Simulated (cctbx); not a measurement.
**Na3Sc: solution and refinement**

Cell a = 7.7680 Å, b = 7.7680 Å, c = 7.7680 Å, α = 90.00°, β = 90.00°, γ = 90.00°; space group Fm-3m (no. 225); content Sc4 Na12.

Simulated single-crystal data (cctbx): Mo Kα, λ = 0.71073 Å, to d = 0.6 Å, 80 % of the full sphere, strongest reflection 5000 counts, noise from counting, a 6 % proportional error and a noise floor of 8 counts (s.d.); no absorption, and some extinction, which the refinements don't model.

Charge flipping in P1 on normalised amplitudes to 0.6 Å, δ = 1.1 σ, 20 % of the reflections treated as weak, 300 cycles:

```text
cycle      R  skewness
    0  0.436     0.67
   25  0.135     6.98
   50  0.116     6.45
   75  0.115     6.13
  100  0.110     5.99
  125  0.109     5.93
  150  0.113     5.85
  175  0.109     5.82
  200  0.109     5.76
  225  0.109     5.72
  250  0.111     5.72
  275  0.110     5.67
origin shift          correlation  skewness
 0.067  0.123  0.349      0.977      0.68
 0.317  0.367  0.096      0.959      0.70
 0.321  0.065  0.197      0.991      9.03
 0.071  0.316  0.447      0.991      9.87
taken: symmetry correlation 0.991, skewness 9.87
peak      x       y       z  mult  height/sigma
Q1    0.0000  0.0000  0.0000    4     23.9
Q2    0.2500  0.2500  0.2500    8     16.5
Q3    0.0000  0.0000  0.5000    4     10.4
Q4    0.0000  0.0000  0.2953   24      2.6
Q5    0.0000  0.1903  0.3097   48      0.7
Q6    0.1075  0.1075  0.1075   32      0.7
Q7    0.1568  0.1568  0.3432   32      0.3
Q8    0.0000  0.1481  0.1481   48      0.3
```

The origin is taken among those within 0.04 of the best correlation, by the skewness of the map.

Run time: 3.5 s on 1 thread of Arm Neoverse N1, with other jobs on the host, peak memory 0.08 GiB.

Q: Assign the peaks.

Heights go roughly as Z and multiplicities must add up to the content. First model: Q1 = Sc1 (4 in the cell, height 23.9), Q2 = Na1 (8 in the cell, height 16.5) and Q3 = Na2 (4 in the cell, height 10.4). Against the true structure, Q1 is Sc, Q2 is Na and Q3 is Na; the other peaks are not atoms.

Least squares on F², isotropic:

```text
Rint 0.085, 83 unique reflections to 0.61 A
cycle     R1     wR2    GooF  max shift (A)
   1  0.0646  0.1301   3.561   0.00000
   2  0.0172  0.0328   0.899   0.00000
final R1 0.0172 wR2 0.0328 GooF 0.899  parameters 3  data/parameter 27.7
atom        x        y        z      Ueq    occ   su(xyz)  su(Uiso or U11)
Sc1    0.00000  0.00000  0.00000   0.0197  1.000  0.00000  0.0002
Na1    0.25000  0.25000  0.25000   0.0250  1.000  0.00000  0.0002
Na2    0.00000  0.00000  0.50000   0.0260  1.000  0.00000  0.0003
difference map: max 0.16 min -0.22 rms 0.05
Q1    0.0000  0.1231  0.1231   48    0.17  1.35 A from Sc1
Q2    0.0529  0.0529  0.1708   96    0.12  1.45 A from Sc1
Q3    0.0450  0.2147  0.2147   96    0.12  1.64 A from Na1
Q4    0.0000  0.1142  0.2250   96    0.12  1.96 A from Sc1
Q5    0.1338  0.1338  0.3662   32    0.10  1.56 A from Na1
```

Anisotropic refinement:

```text
Rint 0.085, 83 unique reflections to 0.61 A
cycle     R1     wR2    GooF  max shift (A)
   1  0.0173  0.0329   0.899   0.00000
final R1 0.0172 wR2 0.0328 GooF 0.899  parameters 3  data/parameter 27.7
atom        x        y        z      Ueq    occ   su(xyz)  su(Uiso or U11)
Sc1    0.00000  0.00000  0.00000   0.0197  1.000  0.00000  0.0002
Na1    0.25000  0.25000  0.25000   0.0250  1.000  0.00000  0.0002
Na2    0.00000  0.00000  0.50000   0.0260  1.000  0.00000  0.0003
difference map: max 0.16 min -0.22 rms 0.05
Q1    0.0000  0.1231  0.1231   48    0.17  1.35 A from Sc1
Q2    0.0529  0.0529  0.1708   96    0.12  1.45 A from Sc1
Q3    0.0450  0.2147  0.2147   96    0.12  1.64 A from Na1
Q4    0.0000  0.1142  0.2250   96    0.12  1.96 A from Sc1
Q5    0.1338  0.1338  0.3662   32    0.10  1.56 A from Na1
Q6    0.0000  0.0000  0.2607   24    0.10  1.86 A from Na2
```

**Reading.** The refinement ends at R1 = 0.0172, wR2 = 0.0328, GooF = 0.90, with difference density between -0.22 and 0.16 e/Å³. Every site matches the true model in element, within 0.001 Å r.m.s., up to an allowed shift of origin.

True model:

| atom | mult. | x | y | z | Ueq (Å²) |
| --- | --- | --- | --- | --- | --- |
| Sc1 | 4 | 0 | 0 | 0 | 0.0196 |
| Na1 | 4 | 1/2 | 0 | 0 | 0.0256 |
| Na2 | 8 | 1/4 | 1/4 | 3/4 | 0.0249 |

The model is made up (kin elements in a known structure type, no relaxation), so it says nothing on whether the phase exists.

[Middle refinement cycles are left out of these outputs.]

[Logs are printed without paths, hosts, clocks, repeated set-up lines and the standing remarks that a program may print on its own settings, such as how far it seeks lower states.]
